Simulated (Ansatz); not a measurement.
## ZnGa2Se3S, from a guessed structure to a relaxed one

This structure for ZnGa2Se3S is made up. Its elements were placed in a known structure type with a cell scaled to their sizes. What cell does the guess relax to, and how far off was it?

Main program and level: Ansatz 0.2.0; DFT, r2SCAN, plane-wave PAW, files of the set soft_1, scalar-relativistic, no spin, cell and ions relaxed at zero pressure; PAW set soft_1.

## Step 1: Set-up

It takes space group R3m (No. 160, trigonal). The conventional cell has a = 3.899 Å, b = 3.899 Å, c = 38.234 Å, α = 90.00°, β = 90.00°, γ = 120.00°. Nearest to Se lie 4 Ga at 2.32 to 2.69 Å. Nearest to Se lie 1 Zn at 2.50 Å and 3 Ga at 2.57 Å. Nearest to Se lie 3 Zn at 2.41 Å. Nearest to Ga lie 1 Se at 2.32 Å and 3 S at 2.46 Å. Nearest to Ga lie 6 Se at 2.57 to 2.69 Å. Nearest to Zn lie 4 Se at 2.41 to 2.50 Å. Farther neighbours and most contacts between anions are not listed.

## Step 2: Relaxing cell and atoms

The guess takes its coordinates from another compound and its volume from a rule, so the cell and any free coordinates are relaxed together.

input.yaml reads:

```yaml
crystal:
  lattice:
    - [1.9495, 1.12554435, 12.744666667]
    - [-1.9495, 1.12554435, 12.744666667]
    - [0.0, -2.2510887, 12.744666667]
  atoms:
    - { symbol: Se, position: [0.704166667, 0.704166667, 0.704166667] }
    - { symbol: Se, position: [0.2998, 0.2998, 0.2998] }
    - { symbol: Se, position: [0.878266667, 0.878266667, 0.878266667] }
    - { symbol: Ga, position: [0.764966667, 0.764966667, 0.764966667] }
    - { symbol: Ga, position: [0.998966667, 0.998966667, 0.998966667] }
    - { symbol: Zn, position: [0.2344, 0.2344, 0.2344] }
    - { symbol: S, position: [0.1243, 0.1243, 0.1243] }
kpoints:
  mp_grid: { grid: [8, 8, 8] }
scf:
  occupations: { method: fermi_dirac, width: 0.05 }
hamiltonian:
  xc: r2scan
  pseudopotentials: { kind: paw, azcp: { folder: soft_1 } }
relax:
  f_tol: 0.015
  max_steps: 70
  cell: {}
output:
  forces: true
  stress: true
```

Command:

```bash
$ ansatz run input.yaml --threads 4 --pin off --max-ram 10240MiB --backend cpu --events-out ev --progress --plain --runs-dir out
```

Numbers of over 12 decimals in the logs are rounded to 6 here.

The log of the run:

```text
basis.fft_grid_basis auto: the FFT boxes are laid along the combinations [[1, 0, -1], [0, 1, -1], [0, 0, 1]] of the cell's own vectors, 3.899, 3.899 and 12.942 Å long. The dense box has 30×30×96 points. Along the cell's own vectors, as sized, it would have 96×96×96, 10.24 times as many. Of the 6 symmetry operations that the crystal satisfies within crystal.symmetry.tolerance (time reversal apart; of a slab, those tha [...]
Engine: ansatz 0.2.0, aarch64-unknown-linux-gnu
Pseudopotentials: kind: paw
Pseudopotential: Se, paw, valence charge 16, recommended cutoff 500 eV (meta_gga), soft_1/Se.paw.azcp
Pseudopotential: Ga, paw, valence charge 13, recommended cutoff 500 eV (meta_gga), soft_1/Ga.paw.azcp
Pseudopotential: Zn, paw, valence charge 12, recommended cutoff 500 eV (meta_gga), soft_1/Zn.paw.azcp
Pseudopotential: S, paw, valence charge 6, recommended cutoff 500 eV (meta_gga), soft_1/S.paw.azcp
Functional definition: r2SCAN
  parameter k0 = 0.174
  parameter k1 = 0.065
  parameter a1 = 4.9479
  exchange = r2scan_x(k0 = k0, k1 = k1, a1 = a1)
  correlation = r2scan_c
Crystal: 7 atoms, lattice volume = 167.790 Å³
Basis set: ecut = 500 eV, 4265 PW (Γ), FFT grids on a1−a3, a2−a3, a3, exchange–correlation on 120×120×384 points (64 copies of the dense FFT grid, shifted against one another)
Bands: 56, of which v1, the nominal top of the filled ones, is band 46 counted from 1 (45 counted from 0)
Symmetry: 6 space group operations
Space group: R3m (ITA 160), of the structure as read, at distance tolerance 5.5e-5 Å
k-points: 65 of 512 (time reversal used)
Non-local potential: Se, projectors of the file, l = 0: 2, l = 1: 2, l = 2: 3, l = 3: 1
Non-local potential: Ga, projectors of the file, l = 0: 2, l = 1: 2, l = 2: 3, l = 3: 1
Non-local potential: Zn, projectors of the file, l = 0: 2, l = 1: 2, l = 2: 3, l = 3: 1
Non-local potential: S, projectors of the file, l = 0: 2, l = 1: 2, l = 2: 1
PAW form: soft (Blöchl's): semilocal exchange-correlation on the pseudo side does not see the compensation charge
PAW frozen core: Se, regenerated for the run's functional (the file was generated under x = pbe(κ = 0.804, μ = 0.219515), c = pbe(β = 0.066725))
PAW frozen core: Ga, regenerated for the run's functional (the file was generated under x = pbe(κ = 0.804, μ = 0.219515), c = pbe(β = 0.066725))
PAW frozen core: Zn, regenerated for the run's functional (the file was generated under x = pbe(κ = 0.804, μ = 0.219515), c = pbe(β = 0.066725))
PAW frozen core: S, regenerated for the run's functional (the file was generated under x = pbe(κ = 0.804, μ = 0.219515), c = pbe(β = 0.066725))
PAW one-centre angular grid: Se, 590 points (default); XC on 160 Gauss nodes
PAW one-centre angular grid: Ga, 590 points (default); XC on 160 Gauss nodes
PAW one-centre angular grid: Zn, 590 points (default); XC on 160 Gauss nodes
PAW one-centre angular grid: S, 302 points (default); XC on 160 Gauss nodes
Initial density: superposition of atomic densities (chi_scale 0.1, normalization cell, long waves kept (reshape's long-wave potential 0.12 eV rms))
Initial wavefunctions: pseudopotential atomic-orbital guess
Functional: x = r2scan, c = r2scan; τ floored in thin density (d = 2e-4 eV/Å³)
SCF iter   1: F=—  HF=-28251.952134 eV  |F-HF|=—  |Δ(HF+E_count)|=         —  Δρ=6.47e-2  dr2=5.00e0  dr2_τ=1.97e-2  ethr=3.10e-3  ⟨swp⟩=6.1  Hψ=14965  notcnv=0  defer=5
preconditioner: auto → Resta (q_TF=auto, 2.468 Å⁻¹)  ε∞=3.3  [insulator: Δε(μ)=0.837 eV  Ē_g=14.734 eV  σ=0.050 eV  W_gap=1.00  n_scr=46 (ndim 8)  ℏωp=22.6 eV  f_vac=0.061  D(μ)=0.00/eV (n_scr^D=0)  ε∞_Penn≈3.3]
SCF iter   2: F=—  HF=-28250.866239 eV  |F-HF|=—  |Δ(HF+E_count)|=    1.09e0  Δρ=2.55e-2  dr2=7.43e-1  dr2_τ=5.96e-3  ethr=3.10e-3  ⟨swp⟩=2.9  Hψ=7053  notcnv=0  defer=162
preconditioner: auto → LDOS  [metal: Δε(μ)=0.060 eV  Ē_g=14.000 eV  σ=0.050 eV  W_gap=0.29  n_scr=46 (ndim 8)  ℏωp=22.6 eV  f_vac=0.070  D(μ)=0.61/eV (n_scr^D=2)  β→1.0]
SCF iter   3: F=—  HF=-28250.841105 eV  |F-HF|=—  |Δ(HF+E_count)|=   2.51e-2  Δρ=1.76e-2  dr2=4.21e-1  dr2_τ=6.29e-3  ethr=8.08e-4  ⟨swp⟩=3.3  Hψ=7072  notcnv=0  defer=150
SCF iter   4: F=—  HF=-28250.663521 eV  |F-HF|=—  |Δ(HF+E_count)|=   1.78e-1  Δρ=6.27e-3  dr2=3.32e-1  dr2_τ=7.26e-4  ethr=4.57e-4  ⟨swp⟩=3.2  Hψ=5820  notcnv=0  defer=125
SCF iter   5: F=—  HF=-28250.646032 eV  |F-HF|=—  |Δ(HF+E_count)|=   1.75e-2  Δρ=4.28e-3  dr2=7.22e-2  dr2_τ=7.69e-5  ethr=3.61e-4  ⟨swp⟩=2.0  Hψ=4579  notcnv=0  defer=120
SCF iter   6: F=—  HF=-28250.642786 eV  |F-HF|=—  |Δ(HF+E_count)|=   3.25e-3  Δρ=1.09e-3  dr2=1.23e-2  dr2_τ=3.93e-5  ethr=7.84e-5  ⟨swp⟩=2.7  Hψ=5124  notcnv=0  defer=120
SCF iter   7: F=—  HF=-28250.641834 eV  |F-HF|=—  |Δ(HF+E_count)|=   9.52e-4  Δρ=5.11e-4  dr2=4.27e-3  dr2_τ=7.27e-6  ethr=1.34e-5  ⟨swp⟩=1.0  Hψ=4229  notcnv=0  defer=118
SCF iter   8: F=—  HF=-28250.641444 eV  |F-HF|=—  |Δ(HF+E_count)|=   3.89e-4  Δρ=1.50e-4  dr2=3.22e-4  dr2_τ=2.43e-7  ethr=4.64e-6  ⟨swp⟩=1.0  Hψ=3513  notcnv=0  defer=118
SCF iter   9: F=—  HF=-28250.641415 eV  |F-HF|=—  |Δ(HF+E_count)|=   2.89e-5  Δρ=3.61e-5  dr2=1.16e-5  dr2_τ=4.41e-8  ethr=3.50e-7  ⟨swp⟩=1.2  Hψ=3527  notcnv=0  defer=118
SCF iter  10: F=—  HF=-28250.641356 eV  |F-HF|=—  |Δ(HF+E_count)|=   5.97e-5  Δρ=1.88e-5  dr2=2.69e-6  dr2_τ=2.04e-8  ethr=1.26e-8  ⟨swp⟩=3.0  Hψ=7024  notcnv=0  defer=118
SCF iter  11: F=-28250.641355 eV  HF=-28250.641355 eV  |F-HF|=5.34e-8  |Δ(HF+E_count)|=   2.10e-7  Δρ=4.49e-6  dr2=7.49e-8  dr2_τ=9.90e-10  ethr=1.09e-10  ⟨swp⟩=4.0  Hψ=14059  notcnv=0
SCF 1 converged in 11 iterations: F = -28250.641355 eV  dr2 = 7.49e-8
  greatest PAW one-centre occupation: 1.000 electrons in one spin orbital (limit 2), on the Se atom at site 1 (counted from 0), in its partial waves of l = 2
relax step   1: F+E_penalty+E_count = -28250.64135524 eV  Δ(F+E_penalty+E_count) = +0.000e0 eV  max|allowed force component| = 1.310e0 eV/Å  Δτ_max = 0.0000 Å  P = -2.263 GPa  Ω = 167.790 Å³  (11 SCF iters, dr2 threshold 1.00e-7 eV, accepted)
Crystal: 7 atoms, lattice volume = 158.275 Å³
Basis set: ecut = 500 eV, 3965 PW (Γ), FFT grids on a1−a3, a2−a3, a3, exchange–correlation on 120×120×384 points (64 copies of the dense FFT grid, shifted against one another)
Initial density: handed on by an earlier stage of this run
Initial wavefunctions: those handed on with the density
iter 1 solved again at ethr=5.56e-4 eV; its pass at ethr=3.10e-3 eV (dr2=5.12e-1 eV) is discarded
SCF iter   1: F=—  HF=-28250.486927 eV  |F-HF|=—  |Δ(HF+E_count)|=         —  Δρ=2.44e-2  dr2=5.19e-1  dr2_τ=5.23e-1  ethr=5.56e-4  ⟨swp⟩=1.6  Hψ=16880  notcnv=0
[...]
preconditioner: auto → LDOS  [metal: Δε(μ)=0.034 eV  Ē_g=13.932 eV  σ=0.050 eV  W_gap=0.17  n_scr=46 (ndim 8)  ℏωp=23.1 eV  f_vac=0.091  D(μ)=0.80/eV (n_scr^D=2)  β→1.0]
SCF iter   2: F=—  HF=-28250.848901 eV  |F-HF|=—  |Δ(HF+E_count)|=   1.75e-1  Δρ=5.10e-3  dr2=1.06e-1  dr2_τ=1.23e-3  ethr=1.38e-4  ⟨swp⟩=3.6  Hψ=7508  notcnv=0
SCF iter   3: F=—  HF=-28250.823235 eV  |F-HF|=—  |Δ(HF+E_count)|=   2.57e-2  Δρ=1.21e-3  dr2=4.87e-3  dr2_τ=5.54e-5  ethr=1.15e-4  ⟨swp⟩=3.0  Hψ=5876  notcnv=0  defer=159
SCF iter   4: F=—  HF=-28250.823071 eV  |F-HF|=—  |Δ(HF+E_count)|=   1.64e-4  Δρ=5.56e-4  dr2=5.53e-4  dr2_τ=8.75e-6  ethr=5.29e-6  ⟨swp⟩=2.0  Hψ=5069  notcnv=0  defer=159
SCF iter   5: F=—  HF=-28250.823004 eV  |F-HF|=—  |Δ(HF+E_count)|=   6.74e-5  Δρ=3.10e-4  dr2=2.21e-4  dr2_τ=2.09e-6  ethr=6.01e-7  ⟨swp⟩=3.0  Hψ=6613  notcnv=0  defer=159
SCF iter   6: F=—  HF=-28250.822963 eV  |F-HF|=—  |Δ(HF+E_count)|=   4.09e-5  Δρ=5.65e-5  dr2=9.10e-6  dr2_τ=6.93e-8  ethr=2.40e-7  ⟨swp⟩=2.0  Hψ=4481  notcnv=0  defer=159
SCF iter   7: F=-28250.822963 eV  HF=-28250.822964 eV  |F-HF|=7.61e-7  |Δ(HF+E_count)|=   5.69e-7  Δρ=2.09e-5  dr2=5.43e-7  dr2_τ=1.16e-8  ethr=7.61e-10  ⟨swp⟩=3.6  Hψ=15305  notcnv=0
SCF 3 converged in 7 iterations: F = -28250.822963 eV  dr2 = 5.43e-7
relax step   3: F+E_penalty+E_count = -28250.82296276 eV  Δ(F+E_penalty+E_count) = -4.486e-2 eV  max|allowed force component| = 2.129e-1 eV/Å  Δτ_max = 0.1285 Å  P = +0.019 GPa  Ω = 160.229 Å³  energy of the carried Pulay correction = +1.578e-3 eV  (7 SCF iters, dr2 threshold 7.00e-7 eV, accepted)
[...]
relax step   4: F+E_penalty+E_count = -28250.83010086 eV  Δ(F+E_penalty+E_count) = -7.138e-3 eV  max|allowed force component| = 1.421e-1 eV/Å  Δτ_max = 0.0478 Å  P = +0.015 GPa  Ω = 159.175 Å³  energy of the carried Pulay correction = +1.804e-3 eV  (7 SCF iters, dr2 threshold 7.00e-7 eV, accepted)
[...]
relax step   5: F+E_penalty+E_count = -28250.83235583 eV  Δ(F+E_penalty+E_count) = -2.255e-3 eV  max|allowed force component| = 7.368e-2 eV/Å  Δτ_max = 0.0110 Å  P = +0.119 GPa  Ω = 159.030 Å³  energy of the carried Pulay correction = +1.836e-3 eV  (6 SCF iters, dr2 threshold 7.00e-7 eV, accepted)
[...]
relax step   6: F+E_penalty+E_count = -28250.83330716 eV  Δ(F+E_penalty+E_count) = -9.513e-4 eV  max|allowed force component| = 1.503e-2 eV/Å  Δτ_max = 0.0185 Å  P = +0.064 GPa  Ω = 159.130 Å³  energy of the carried Pulay correction = +1.814e-3 eV  (6 SCF iters, dr2 threshold 3.39e-7 eV, accepted)
[...]
relax step   7: F+E_penalty+E_count = -28250.83337749 eV  Δ(F+E_penalty+E_count) = -7.033e-5 eV  max|allowed force component| = 9.747e-3 eV/Å  Δτ_max = 0.0029 Å  P = +0.006 GPa  Ω = 159.402 Å³  energy of the carried Pulay correction = +1.755e-3 eV  (6 SCF iters, dr2 threshold 1.99e-8 eV, accepted)
Initial wavefunctions: pseudopotential atomic-orbital guess (no wavefunctions were taken with the density)
iter 1 solved again at ethr=4.24e-7 eV; its pass at ethr=3.10e-3 eV (dr2=3.90e-4 eV) is discarded
SCF iter   1: F=—  HF=-28250.831919 eV  |F-HF|=—  |Δ(HF+E_count)|=         —  Δρ=6.49e-5  dr2=2.12e-6  dr2_τ=1.10e-6  ethr=4.24e-7  ⟨swp⟩=3.0  Hψ=24258  notcnv=0
preconditioner: auto → LDOS  [metal: Δε(μ)=0.052 eV  Ē_g=13.933 eV  σ=0.050 eV  W_gap=0.25  n_scr=44 (ndim 8)  ℏωp=23.2 eV  f_vac=0.079  D(μ)=0.77/eV (n_scr^D=2)  β→1.0]
SCF iter   2: F=—  HF=-28250.831867 eV  |F-HF|=—  |Δ(HF+E_count)|=   5.20e-5  Δρ=4.96e-5  dr2=2.88e-6  dr2_τ=1.13e-8  ethr=2.30e-9  ⟨swp⟩=2.2  Hψ=6531  notcnv=0
SCF iter   3: F=—  HF=-28250.831867 eV  |F-HF|=—  |Δ(HF+E_count)|=   3.32e-7  Δρ=4.42e-5  dr2=1.60e-6  dr2_τ=9.30e-9  ethr=2.30e-9  ⟨swp⟩=2.0  Hψ=5662  notcnv=0
SCF iter   4: F=—  HF=-28250.831866 eV  |F-HF|=—  |Δ(HF+E_count)|=   7.99e-7  Δρ=1.49e-5  dr2=2.45e-7  dr2_τ=5.12e-10  ethr=1.74e-9  ⟨swp⟩=2.0  Hψ=4563  notcnv=0
SCF iter   5: F=—  HF=-28250.831866 eV  |F-HF|=—  |Δ(HF+E_count)|=   9.97e-8  Δρ=4.13e-6  dr2=1.73e-8  dr2_τ=9.80e-11  ethr=2.66e-10  ⟨swp⟩=2.0  Hψ=5643  notcnv=0
SCF iter   6: F=—  HF=-28250.831866 eV  |F-HF|=—  |Δ(HF+E_count)|=   7.31e-9  Δρ=6.05e-7  dr2=3.37e-10  dr2_τ=3.91e-12  ethr=1.88e-11  ⟨swp⟩=2.0  Hψ=4843  notcnv=0
SCF iter   7: F=—  HF=-28250.831866 eV  |F-HF|=—  |Δ(HF+E_count)|=  1.24e-10  Δρ=1.58e-7  dr2=7.75e-11  dr2_τ=9.34e-13  ethr=1.00e-12  ⟨swp⟩=5.0  Hψ=14278  notcnv=0
SCF iter   8: F=-28250.831866 eV  HF=-28250.831866 eV  |F-HF|=1.82e-11  |Δ(HF+E_count)|=  1.09e-11  Δρ=3.44e-8  dr2=4.42e-12  dr2_τ=2.31e-13  ethr=1.00e-12  ⟨swp⟩=5.0  Hψ=12914  notcnv=0
SCF 8 converged in 8 iterations: F = -28250.831866 eV  dr2 = 4.42e-12
relax step   8: F+E_penalty+E_count = -28250.83186623 eV  Δ(F+E_penalty+E_count) = +1.511e-3 eV  max|allowed force component| = 9.756e-3 eV/Å  Δτ_max = 0.0000 Å  P = -0.003 GPa  Ω = 159.402 Å³  stress off target by 6.68e-3 GPa  SCF on the basis re-selected at this cell (its energy is not comparable with the rows above)  (8 SCF iters)
basis re-selected at this cell: Δ(F+E_penalty+E_count) = +1.511e-3 eV, ΔP = -0.009 GPa vs the last step (what re-selecting the basis moved, of the pressure what is left beyond the Pulay correction that the steps carried, after the strain that the cell walked since its last selection, with what the two solves' SCF thresholds leave and, on support functions, any second-order correction that the steps lacked; it is no m [...]
SCF converged after 8 iterations
Free energy (F): -28250.831866 eV
Harris-Foulkes:  -28250.831866 eV  (|F-HF|=1.82e-11)
Internal energy: -28250.825140 eV  (E = F + TS)
E sigma→0 (E₀):  -28250.828503 eV
Entropy (-TS):   -0.006726 eV (-0.961 meV/atom)
Fermi energy:    7.388915 eV
--- Per-component energies (eV) ---
  E_band       = -1381.169379
  E_kinetic    = 805.469173
  E_local      = -15254.384560  (includes V_loc(G=0)·N_el)
  E_nonlocal   = -381.920939
  E_hartree    = 7932.679978
  E_xc         = -509.433894
  E_vxc        = -544.269817  (∫ρ·V_xc dr)
  E_paw        = -12976.186055  (= ΣΔE_a)
  E_vpaw       = -1898.602311  (= ΣTr[D̂ρ^β])
  E_aug_tail   = 0.000119  (compensation charges beyond the density's cutoff)
  E_vtau       = 27.179040  (kinetic-family band-sum trace: ∫τ·v_τ [+ j·A + Jᵃ·Aᵃ] dr)
  E_ewald      = -7860.156167
  E_core_change = -6.892794  (= ΣΔE_core)
  E_smearing   = -0.006726  (= −TS)
  E_closure    = 0.000000  (closes the sum)
  Σ components = -28250.831866   (vs F -28250.831866, Δ=0.00e0)
--- Forces (eV/Å), atoms counted from 1 ---
  atom   1  Se    -0.00000000    -0.00000000     0.00975527
  atom   2  Se     0.00000000     0.00000000     0.00654601
  atom   3  Se    -0.00000000    -0.00000000    -0.00272280
  atom   4  Ga     0.00000000     0.00000000    -0.00559562
  atom   5  Ga     0.00000000     0.00000000    -0.00568434
  atom   6  Zn     0.00000000     0.00000000    -0.00087829
  atom   7  S      0.00000000     0.00000000    -0.00142208
  max |Σ_I F_I| component: 1.84e-6 eV/Å
--- Stress (GPa, compression-positive) ---
       -0.000742       0.000000       0.000000
        0.000000      -0.000742      -0.000000
        0.000000      -0.000000      -0.006680
  P = ⅓ Tr σ = -0.0027 GPa (-0.027 kbar)
--- Relaxed structure (7 steps of the walk, 7 accepted, 1 SCFs on fresh bases) ---
  F+E_penalty+E_count = -28250.83186623 eV   max|allowed force component| = 9.756e-3 eV/Å   (the final SCF, on the basis selected at the relaxed cell)
  cell:  # Å, volume = 159.4024 Å³
    - [1.910985, 1.103308, 12.600558]
    - [-1.910985, 1.103308, 12.600558]
    - [0, -2.206615, 12.600558]
  atoms:
    - { symbol: Se, position: [0.706232, 0.706232, 0.706232] }
    - { symbol: Se, position: [0.299476, 0.299476, 0.299476] }
    - { symbol: Se, position: [0.874752, 0.874752, 0.874752] }
    - { symbol: Ga, position: [0.769292, 0.769292, 0.769292] }
    - { symbol: Ga, position: [0.999744, 0.999744, 0.999744] }
    - { symbol: Zn, position: [0.229866, 0.229866, 0.229866] }
    - { symbol: S, position: [0.125504, 0.125504, 0.125504] }
```

The job ended after 3.4 min (4 threads of Arm Neoverse V1, shared host; peak memory 1.2 GiB).

The steps of the relaxation:

```csv
step,energy less that of the first step (eV),largest force component (eV/Å),pressure (GPa),volume (Å³)
1,0.0000,1.3103,-2.26,167.79
2,-0.1368,0.6650,-0.58,158.28
3,-0.1816,0.2129,0.02,160.23
4,-0.1887,0.1421,0.02,159.18
5,-0.1910,0.0737,0.12,159.03
6,-0.1920,0.0150,0.06,159.13
7,-0.1920,0.0097,0.01,159.40
8*,-0.1905,0.0098,0.00,159.40
```

Relaxation steps marked * repeat the geometry before them on a plane-wave basis chosen anew for their cell, so energy and pressure can jump there.

The run keeps the 6 symmetry operations that it works with, so distortions that break them were not tested.

```csv
"conventional cell, symmetrised",before,after,change
a (Å),3.899,3.822,-2.0 %
b (Å),3.899,3.822,-2.0 %
c (Å),38.234,37.802,-1.1 %
volume (Å³/atom),23.97,22.77,-5.0 %
```

The atoms that moved most (Å, as changes of fractional coordinates times the final cell):

```csv
atom,dx,dy,dz,length
Zn6,0.000,0.000,-0.171,0.171
Ga4,0.000,0.000,0.163,0.163
Se3,0.000,0.000,-0.133,0.133
Se1,0.000,0.000,0.078,0.078
S7,0.000,0.000,0.046,0.046
Ga5,0.000,0.000,0.029,0.029
Se2,0.000,0.000,-0.012,0.012
```

The relaxed structure:

```
Se Ga Zn S
1.0
     1.91099    1.10331   12.60056
    -1.91099    1.10331   12.60056
     0.00000   -2.20662   12.60056
Se Ga Zn S
3 2 1 1
Direct
  0.70623 0.70623 0.70623
  0.29948 0.29948 0.29948
  0.87475 0.87475 0.87475
  0.76929 0.76929 0.76929
  0.99974 0.99974 0.99974
  0.22987 0.22987 0.22987
  0.12550 0.12550 0.12550
```

Numbers from this step:

| Property | Result |
| --- | --- |
| free energy | -28250.8319 eV |
| energy at zero smearing | -28250.8285 eV |
| smearing term TS | 0.006726 eV |
| Fermi energy | 7.389 eV |
| electrons | 92 |
| symmetry operations | 6 |
| pressure | -0.002721 GPa |

Shortest distances by pair of elements, guess and relaxed (not always the same contact):

```csv
pair,guess (Å),relaxed (Å)
Se–Zn,2.414,2.355
Ga–S,2.461,2.370
Ga–Se,2.325,2.384
Se–Se,3.528,3.546
Ga–Ga,3.899,3.822
```

The relaxation ends with a largest force component of 0.0098 eV/Å and a pressure of 0.00 GPa.

## Step 3: Summary of results

```yaml
space_group_relaxed: R3m
conventional_cell: a = 3.822, b = 3.822, c = 37.802 Å; α = 90.0°, β = 90.0°, γ = 120.0°
volume_per_atom: 22.77 Å³ (guess 23.97)
```

What this shows: ZnGa2Se3S relaxes to R3m with a = 3.822, b = 3.822 and c = 37.802 Å. The guessed volume was 5 % too large. The space group R3m was held in the relaxation, so the end point is a stationary structure within it and may be a saddle against distortions or other arrangements. Mesh and cutoff weren't tested. No dispersion term is used, so weakly bound directions may come out too long. Nothing here tests whether the compound is stable against decomposition.

[Logs are printed without paths, hosts, clocks, repeated set-up lines and the standing remarks that a program may print on its own settings, such as how far it seeks lower states.]

[Hosts, paths, dates, database ids (printed as entryN), source tags and the programs' standing remarks are cut or masked in the printed files.]
